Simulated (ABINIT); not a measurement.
An input for ABINIT 10.8.3 (In2O3 (R-3c)):

```
acell 3*1.0 Angstrom
rprim 
  2.743499999981 1.583960463511 4.836666666700
  -2.743499999981 1.583960463511 4.836666666700
  -0.000000000000 -3.167920927022 4.836666666700
ntypat 2
znucl 49 8
natom 10
typat 1 1 1 1 2 2 2 2 2 2
xred 
  0.357310000000 0.357310000000 0.357310000000
  0.142690000000 0.142690000000 0.142690000000
  0.642690000000 0.642690000000 0.642690000000
  0.857310000000 0.857310000000 0.857310000000
  0.548000000000 0.952000000000 0.250000000000
  0.250000000000 0.548000000000 0.952000000000
  0.952000000000 0.250000000000 0.548000000000
  0.452000000000 0.048000000000 0.750000000000
  0.750000000000 0.452000000000 0.048000000000
  0.048000000000 0.750000000000 0.452000000000
pp_dirpath "pseudos"
pseudos "In.upf, O.upf"
ecut 42
ngkpt 4 4 4
nshiftk 1
shiftk 0 0 0
kptopt 1
chksymbreak 0
istwfk *1
occopt 1
irdwfk 1
optdriver 3
nband 128
ecuteps 3.3
inclvkb 2
awtr 1
symchi 1
indata_prefix "in"
outdata_prefix "out"
tmpdata_prefix "tmp"
```

```sh
OMP_NUM_THREADS=1 mpirun -n 4 abinit run.abi > log
```

**Question.** How long will it take on 4 MPI ranks of Arm Neoverse V2, shared host, and how much memory?

It took 17 min; on shared hardware allow 8.5 min to 34 min. Peak host memory was 8.2 GiB.

[Paths, hosts, dates, memory and timing lines, banners, echoed tables and standing remarks are left out of the program output.]

[Logs are printed without paths, hosts, clocks, repeated set-up lines and the standing remarks that a program may print on its own settings, such as how far it seeks lower states.]

[Runs of the session that timed out or met a known fault of the program may be left out.]

[Hosts, paths, dates, database ids (printed as entryN), source tags and the programs' standing remarks are cut or masked in the printed files.]

[G0W0 gaps are taken among the corrected bands and points alone; a level outside them can change the order at an edge.]

[Where Ansatz stands beside ABINIT at settings called matched, ABINIT's density can come from a denser mesh and the files from another edition; pairs whose starting gaps differed by over 0.03 eV were left out, so agreement reads better than it is.]
